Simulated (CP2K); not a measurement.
Consider nitrosomethane at its PBE geometry (Å).

```xyz
6

C    -0.4319    0.0364    0.0330
N     0.9061   -0.6088    0.1096
O     1.8199    0.1235   -0.2414
H    -0.8600   -0.0130    1.0456
H    -1.0586   -0.6046   -0.6052
H    -0.3757    1.0664   -0.3416
```

Method: CP2K XAS_TDP, all-electron GAPW, PBEh(45%), aug-cc-pVTZ, TDA, GW2X-corrected core level, no relativity.

**Question.** Where do the N K-edge lines lie, and how strong are they?

Leading lines: N2 398.79 eV. The leading line of an atom is its first one with 35 % of the strongest within 2.5 eV of its lowest line over the strength cut. Core ionisation energies at this level: N2 408.44 eV.

The first six lines of each atom with a strength over 0.0015:

```csv
atom,energy (eV),states,"strength, one atom",above the computed threshold
N2 (bonded to C and O),398.79,1,0.0746,
,406.62,1,0.0037,
,406.90,1,0.0272,
,408.24,1,0.0098,
,408.51,1,0.0102,yes
,409.21,1,0.0061,yes
```

Lines are vertical, at one geometry, with no vibrational structure. GW2X ionisation energies and lines can be off by 1 to 2 eV either way, and a good line position may hide errors that cancel. These values hold no scalar relativity, about 0.2 eV for N 1s. Rydberg lines, and the discretised continuum above threshold, depend on the basis and the box.

[Banner, clock and machine lines of the logs are left out without a mark of their own.]

[Logs are printed without paths, hosts, clocks, repeated set-up lines and the standing remarks that a program may print on its own settings, such as how far it seeks lower states.]

[Hosts, paths, dates, database ids (printed as entryN), source tags and the programs' standing remarks are cut or masked in the printed files.]
